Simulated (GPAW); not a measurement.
# CrGe2As4 monolayer in an electric field, part 2 of 2

Aim: the dipole that a field along the normal induces in CrGe2As4 monolayer.

GPAW 26.7.0; GPAW, PAW setups; layer in a repeated cell with vacuum, relaxation of atoms and in-plane cell (the session's first sound run).

So far. Step 4 (Field on): The dipole is now -0.157 e Å, against 7.4e-4 in the run without a field. Step 5 (In a field): The dipole is now -0.0786 e Å, against 7.4e-4 in the run without a field.

## (8) Field on (continued)

Level of this step: GPAW, PAW setups; slab in vacuum (GPAW).

The electrostatic potential energy of an electron (without an applied field's), less the Fermi level, planar mean oscillates, so the rows of the table below give means over windows of 1.93 Å about each position, cut where the curve ends. Its maxima inside the range that stand out by 2 % of the span (Å: eV): 1.4: 5.45, 9.6: -8.24, 11.4: 2.35, 13.4: -5.19, 14.7: -5.31, 16.7: 1.85, 18.5: -9.10. Its minima: 9.1: -13.6, 10.2: -13.3, 12.7: -12.8, 14.1: -10.8, 15.4: -13.1, 17.9: -14.0, 19.0: -14.6.

The electrostatic potential energy of an electron (without an applied field's), less the Fermi level, planar mean by z; means over each step:

z (Å), electrostatic potential energy of an electron (without an applied field's), less the Fermi level, planar mean (eV) and a bar from the least value:
```
     0.96        5.4 ##############################
     2.90        5.4 ##############################
     4.83        5.4 ##############################
     6.76        5.2 ##############################
     8.69       -5.6 ##########
    10.62       -5.3 ###########
    12.55       -6.0 ##########
    14.48       -8.5 #####
    16.41       -2.5 ################
    18.34      -11.4 
    20.27        0.4 #####################
    22.20        4.2 ############################
    24.13        4.2 ############################
    26.06        4.2 ############################
    27.99        4.3 ############################
```

The dipole is now 0.0786 e Å, against 7.4e-4 in the run without a field.

## (9) Field on

run.py

```python
import json
import numpy as np
from ase import Atoms
from gpaw import GPAW, PW
from gpaw.external import ConstantElectricField

slab = Atoms(
    ['As', 'Ge', 'As', 'Cr', 'As', 'Ge', 'As'],
    positions=[
        [-0.00000, -0.00000, 9.00000],
        [-0.00000, 2.10572, 10.20479],
        [-0.00000, 2.10572, 12.67782],
        [0.00000, -0.00000, 14.05153],
        [-0.00000, 2.10572, 15.42524],
        [-0.00000, 2.10572, 17.89826],
        [0.00000, -0.00000, 19.10305]],
    cell=[[3.6472, -0.0, 0.0], [-1.8236, 3.15857, 0.0], [0.0, 0.0, 28.1031]],
    pbc=[True, True, False])

slab.calc = GPAW(mode=PW(400), xc='PBE', kpts={'size': (9, 9, 1), 'gamma': True},
                 occupations={'name': 'fermi-dirac', 'width': 0.05}, nbands='200%',
                 convergence={'density': 1e-05}, maxiter=200,
                 poissonsolver={'dipolelayer': 'xy'},
                 external=ConstantElectricField(0.2, [0, 0, 1]),
                 symmetry={'tolerance': 1e-3}, txt='slab.txt')
result = {}
energy = slab.get_potential_energy()
fermi = slab.calc.get_fermi_level()
v = slab.calc.get_electrostatic_potential().mean((0, 1)) - fermi
n = slab.calc.get_pseudo_density().mean((0, 1))
L = slab.cell[2, 2]
z = np.arange(len(v)) * L / len(v)
low, high = slab.positions[:, 2].min(), slab.positions[:, 2].max()
below, above = np.interp([low - 6.8, high + 6.8], z, v)
slopes = [np.interp(x, z, np.gradient(v, z)) for x in (low - 6.8, high + 6.8)]
eps = np.array([[slab.calc.get_eigenvalues(k, s) for k in range(len(slab.calc.get_ibz_k_points()))]
                for s in range(slab.calc.get_number_of_spins())]) - fermi
top, bottom = eps[eps < 0].max(), eps[eps > 0].min()
dipole = slab.get_dipole_moment()[2]
print(f'energy {energy:.4f} eV, Fermi level {fermi:.4f} eV, dipole {dipole:.5f} e A')
print(f'potential 6.8 A off the faces, from the Fermi level: lower {below:.4f} eV, upper {above:.4f} eV')
print(f'slope of the potential there: lower {slopes[0]:.5f}, upper {slopes[1]:.5f} eV/A')
print(f'nearest levels on the mesh: {top:.4f} and {bottom:.4f} eV')
print('magnetic moment', round(slab.get_magnetic_moment(), 3))
result.update(energy=energy, fermi=fermi, dipole=dipole, below=below, above=above, slopes=slopes, edges=[top, bottom],
              z=z.tolist(), v=v.tolist(), n=n.tolist(), positions=slab.positions.tolist(),
              forces=slab.get_forces(apply_constraint=False).tolist(), moments=slab.get_magnetic_moments().tolist())
json.dump(result, open('result.json', 'w'))
```

Command:

```console
$ OMP_NUM_THREADS=1 OPENBLAS_NUM_THREADS=1 python run.py
```

What it wrote:

```text
energy -36.7979 eV, Fermi level 0.1660 eV, dipole 0.15716 e A
potential 6.8 A off the faces, from the Fermi level: lower 6.0662 eV, upper 3.5963 eV
slope of the potential there: lower 0.00005, upper 0.00042 eV/A
nearest levels on the mesh: -0.0761 and 0.0597 eV
magnetic moment 0.0
```

It took 3.1 min on 1 thread of Intel Xeon Platinum 8488C (Sapphire Rapids), shared host; peak memory 0.44 GiB.

The dipole is now 0.157 e Å, against 7.4e-4 in the run without a field.

## (10) Field on

Edit run.py of step 9 so:

```diff
@@ -23,3 +23,3 @@
                  poissonsolver={'dipolelayer': 'xy'},
-                 external=ConstantElectricField(0.2, [0, 0, 1]),
+                 external=ConstantElectricField(0.3, [0, 0, 1]),
                  symmetry={'tolerance': 1e-3}, txt='slab.txt')
```

What it wrote:

```text
energy -36.8175 eV, Fermi level 0.1654 eV, dipole 0.23580 e A
potential 6.8 A off the faces, from the Fermi level: lower 6.6869 eV, upper 2.9811 eV
slope of the potential there: lower 0.00017, upper 0.00054 eV/A
nearest levels on the mesh: -0.0764 and 0.0589 eV
magnetic moment 0.0
```

Run time: 3 min. Hardware: 1 thread; peak memory 0.44 GiB.

The dipole is now 0.236 e Å, against 7.4e-4 in the run without a field.

## (11) The series

The members are put on one axis.

This step: induced dipole against applied field (GPAW 26.7.0).

Dipole along the normal against field:

```tsv
field (V/Å)	dipole along the normal (e·Å)
-0.200	-0.157
-0.100	-0.0786
-0.050	-0.0393
0.000	7.4e-4
0.050	0.0393
0.100	0.0786
0.200	0.157
0.300	0.236
```

## (12) Outcome

* work function, upper and lower face: 4.837 and 4.821 eV
* dipole along the normal: 7.4e-4 e Å, near the numerical noise
* induced dipole per field: 0.786 e Å per V/Å
* out-of-plane polarisability per area, α/(ε0 A): 12.3 Å

What this shows: The field induces 0.786 e Å per V/Å, a polarisable thickness α/(ε0 A) of 12.3 Å beside 10.1 Å between the outermost nuclei. A perfect conductor would give the distance between its two image planes; a dielectric of thickness t gives t(1 - 1/ε). The induced dipole is linear in the field over this range. The small printed dipole stands for a step of -12 meV from the lower to the upper face, and the probes find 16 meV; values this small are near the numerical noise of both. The runs had no spin polarisation, so a magnetic state, which thin layers of d-metal atoms can have, wasn't tested. The layer's cell and atoms come from the relaxation; spin-orbit coupling and temperature are left out.

[Logs are printed without paths, hosts, clocks, repeated set-up lines and the standing remarks that a program may print on its own settings, such as how far it seeks lower states.]

[Hosts, paths, dates, database ids (printed as entryN), source tags and the programs' standing remarks are cut or masked in the printed files.]
